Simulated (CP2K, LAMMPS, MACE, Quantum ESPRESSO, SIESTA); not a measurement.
# Ranking relaxed geometries by hand: glassy 61Al2O3-39P2O5 (mol %) (104 atoms)

The cell holds 104 atoms (22 Al, 14 P and 68 O). Recipe: 104 atoms (22 Al, 14 P, 68 O) placed at random at 2.66 g/cm³, melted at 4000 K for 10 ps at fixed volume with the Morse and Coulomb pair potential with partial charges (Pedone, Malavasi, Menziani, Cormack and Segre, J. Phys. Chem. B 110, 11780 (2006)). Quenched from 4000 K to 300 K at 50 K/ps and fixed volume, held 10 ps at zero pressure.

Each method relaxed the atoms from this start in the fixed cell; Quantum ESPRESSO 7.5 (PBE; plane waves, SSSP efficiency, 60/480 Ry; k-points Γ) then solved the start and every end.

| geometry | free energy (eV) | r.m.s. force (eV/Å) |
| --- | --- | --- |
| start | -53163.685 | 1.271 |
| end of MACE MPA-0 medium | -53173.799 | 0.117 |
| end of CP2K double zeta | -53173.588 | 0.115 |
| end of SIESTA DZP | -53173.032 | 0.205 |

Task: Find the energy that each relaxation gains per atom at this level, and what share of the best gain each reaches. Compare the gap between best and worst with kT at 300 K (25.9 meV).

**Working.**

MACE MPA-0 medium: -53163.685 − (-53173.799) = 10.114 eV, or 97.2 meV an atom; 100 % of the best.

CP2K double zeta: -53163.685 − (-53173.588) = 9.903 eV, or 95.2 meV an atom; 98 % of the best.

SIESTA DZP: -53163.685 − (-53173.032) = 9.347 eV, or 89.9 meV an atom; 92 % of the best.

MACE MPA-0 medium gains most. SIESTA DZP ends 0.767 eV higher for the cell, 7.4 meV an atom, which is 0.28 kT an atom and 30 kT for the cell.

Limits: no end is a minimum of this level; CP2K double zeta and SIESTA DZP stopped short of the threshold.

[Hosts, paths, dates, database ids (printed as entryN), source tags and the programs' standing remarks are cut or masked in the printed files.]
